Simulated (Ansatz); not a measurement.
# Cs3ICl2: complex band structure, part 3 of 3

A new crystal, Cs3ICl2: structure, gap and complex bands. It is built by putting Cs for Na, I for Br in the Na3BrCl2 structure of space group P-3m1, with the volume rescaled by atomic radii. The parent structure comes from the Materials Project.

Ansatz 0.2.0; r2SCAN DFT, plane waves, PAW files (the session's first sound run).

So far, gap on path (eV): step 3 (band edges) 4.42.

The structure was built from a prototype and need not be the compound's stable phase.

## 6. The same cell, other settings

This step: r2SCAN DFT, plane waves, PAW files; complex bands by layer matching along the plane's normal; changed: output.transmission.e_range = [-1, 1], output.transmission.de = 0.035 (Ansatz 0.2.0).

This run repeats an earlier one, its twin (the complex run, plane (001)), with two settings changed (output.transmission.e_range, output.transmission.de; files written aside). It is meant to test what the energy window and step decide. Where the input is shown as a difference, that is against the step before, not the twin.

File input.yaml:

```yaml
crystal:
  lattice:
    - [5.122504237, 0.0, 0.0]
    - [2.561252119, 4.4362188, 0.0]
    - [0.0, 0.0, 12.596422879]
  atoms:
    - { symbol: Cs, position: [0.0, 0.0, 0.5] }
    - { symbol: Cs, position: [0.6666666667, 0.6666666667, 0.1931505538] }
    - { symbol: Cs, position: [0.3333333333, 0.3333333333, 0.8068494462] }
    - { symbol: I, position: [0.0, 0.0, 0.0] }
    - { symbol: Cl, position: [0.6666666667, 0.6666666667, 0.6531950277] }
    - { symbol: Cl, position: [0.3333333333, 0.3333333333, 0.3468049723] }
kpoints:
  mp_grid: { grid: [6, 6, 2] }
scf:
  occupations: { method: fixed }
hamiltonian:
  xc: r2scan
output:
  eigenvalues: true
  transmission:
    leads: [[0, 0]]
    kpoints: [[0.0, 0.0], [0.5, 0.0]]
    e_range: [-1, 1]
    de: 0.035
```

Command:

```sh
ansatz run input.yaml --threads 2 --pin off --max-ram 4096MiB --backend cpu --events-out ev --progress --plain --runs-dir out
```

Numbers of over 12 decimals in the logs are rounded to 6 here.

Log:

```text
[...]
Crystal: 6 atoms, lattice volume = 286.248 Å³
Basis set: ecut = 500 eV, 7281 PW (Γ), exchange–correlation on 160×160×384 points (64 copies of the dense FFT grid, shifted against one another)
Bands: 35, of which v1, the nominal top of the filled ones, is band 29 counted from 1 (28 counted from 0)
Symmetry: 12 space group operations
[...]
k-points: 14 of 72
[...]
SCF iter   1: F=—  HF=-26765.245738 eV  |F-HF|=—  |Δ(HF+E_count)|=         —  Δρ=2.98e-3  dr2=2.31e-2  dr2_τ=3.08e-3  ethr=1.77e-3  ⟨swp⟩=6.1  Hψ=1793  notcnv=0  defer=49
[...]
SCF iter   6: F=-26765.300679 eV  HF=-26765.300678 eV  |F-HF|=9.41e-8  |Δ(HF+E_count)|=   9.81e-7  Δρ=5.01e-6  dr2=6.83e-8  dr2_τ=3.25e-9  ethr=1.72e-10  ⟨swp⟩=16.0  Hψ=3288  notcnv=0
SCF 1 converged in 6 iterations: F = -26765.300679 eV  dr2 = 6.83e-8
[...]
transmission: 17 of 34 steps passed
transmission: 34 of 34 steps passed
SCF converged after 6 iterations
Free energy (F): -26765.300679 eV
[...]
Internal energy: -26765.300679 eV  (E = F + TS)
E sigma→0 (E₀):  -26765.300679 eV
Fermi energy:    1.805782 eV
[...]
--- Band table (eV; the first three rows and the last of 14) ---
  k-point 0: bands = [... 25 lower, 0.6313, 1.3754, 1.8058, 1.8058, 6.2270, 7.6721, 7.9698, 8.0068, ... 2 higher]
  k-point 1: bands = [... 25 lower, 0.6389, 1.3344, 1.8034, 1.8034, 6.7585, 6.8327, 7.6782, 8.2071, ... 2 higher]
  k-point 2: bands = [... 25 lower, 0.6509, 1.3872, 1.6363, 1.7717, 6.6843, 7.5550, 7.9048, 7.9978, ... 2 higher]
  k-point 13: bands = [... 25 lower, 0.6689, 1.4076, 1.4076, 1.4658, 7.8430, 7.9699, 8.0506, 8.0506, ... 2 higher]
--- Transmission ---
  basis      : 241 plane waves across, 17 finite elements along
  points     : 2, as listed
[...]
crystal 0  : Cs3I1Cl2, at the sites [0, 0], period 12.5964 Å: whole cells are its period
[...]
channels       : 0.000000e0 a spin
[...]
slowest decay  : 0.4128 /Å at (0.0000, 0.0000)
```

The job ended after 54 s (2 threads of Arm Neoverse V2, shared host; peak memory 1.5 GiB).

K parallel (0, 0); values up to 1.43071 1/Å, a degenerate pair printed once or twice; energies at which all values exceed this have no row. Im kz of the slowest decaying states against energy, zero at the highest filled level on the SCF mesh:

```
energy (eV)  decay 1 (Å⁻¹)  decay 2 (Å⁻¹)  decay 3 (Å⁻¹)  decay 4 (Å⁻¹)
     -1.000          0.206          0.387           0.93           1.11
     -0.895          0.226          0.431          0.926           1.11
     -0.790          0.230          0.457          0.922           1.10
     -0.685          0.220          0.472          0.918           1.10
     -0.615          0.202          0.478          0.915           1.09
     -0.510          0.131          0.482          0.910           1.09
     -0.405          0.118          0.478          0.906           1.08
     -0.300          0.225          0.467          0.901           1.07
     -0.195          0.273          0.443          0.897           1.07
     -0.090          0.305          0.390          0.892           1.06
      0.015          0.262          0.329          0.887           1.05
      0.085          0.342          0.399          0.884           1.05
      0.190          0.358          0.468          0.879           1.04
      0.295          0.371          0.507          0.874           1.03
      0.400          0.381          0.535          0.868           1.03
      0.505          0.390          0.556          0.863           1.02
      0.610          0.397          0.573          0.857           1.01
      0.715          0.403          0.588          0.852           1.00
      0.785          0.406          0.596          0.848          0.997
      0.890          0.410          0.607          0.842          0.989
```

K parallel (0.5, 0); values up to 1.43071 1/Å, a degenerate pair printed once or twice; energies at which all values exceed this have no row. Im kz of the slowest decaying states against energy, zero at the highest filled level on the SCF mesh:

```
energy (eV)  decay 1 (Å⁻¹)  decay 2 (Å⁻¹)  decay 3 (Å⁻¹)  decay 4 (Å⁻¹)
     -1.000          0.225          0.342          0.366          0.902
     -0.895          0.253          0.402          0.421          0.897
     -0.790          0.262          0.433          0.455          0.892
     -0.685          0.250          0.444          0.476          0.888
     -0.615          0.217          0.442          0.485          0.884
     -0.510          0.181          0.416          0.491          0.880
     -0.405          0.321          0.350          0.488          0.875
     -0.300          0.277          0.457          0.469          0.871
     -0.195          0.364          0.415          0.520          0.867
     -0.090          0.362          0.408          0.563          0.863
     -0.020          0.431          0.464          0.585          0.861
      0.015          0.441          0.491          0.595          0.859
      0.085          0.459          0.532          0.613          0.857
      0.190          0.483          0.576          0.635          0.854
      0.295          0.504          0.608          0.654          0.852
      0.400          0.522          0.635          0.670          0.850
      0.505          0.537          0.658          0.683          0.848
      0.610          0.551          0.677          0.695          0.848
      0.680          0.559          0.689          0.701          0.849
      0.785          0.570          0.705          0.710          0.850
      0.890          0.579          0.717          0.719          0.854
      0.995          0.587          0.722          0.731          0.859
```

## 7. Outcome

```
band gap                                         : 4.42 eV
least decay constant at mid-gap, normal to (001) : 0.395 Å⁻¹
least decay constant on a mesh, normal to (001)  : 0.394 Å⁻¹
```

**Reading.** With r2SCAN, the slowest decay at the wavevectors tried is κ = 0.395 Å⁻¹, normal to (001). Through such a film the transmission near mid-gap falls as exp(−2κd), a factor of ten every 2.9 Å. A free electron under a barrier of half the gap would need a mass of 0.27 mₑ to decay at this rate. The compound is made up by substitution; its stability against other phases and against distortions of the cell's symmetry was not tested. r2SCAN still narrows gaps, if less than LDA and GGA do, while spin-orbit coupling, left out here, narrows them in compounds of heavy elements, so the error in κ can go either way.

[Logs are printed without paths, hosts, clocks, repeated set-up lines and the standing remarks that a program may print on its own settings, such as how far it seeks lower states.]

[Hosts, paths, dates, database ids (printed as entryN), source tags and the programs' standing remarks are cut or masked in the printed files.]
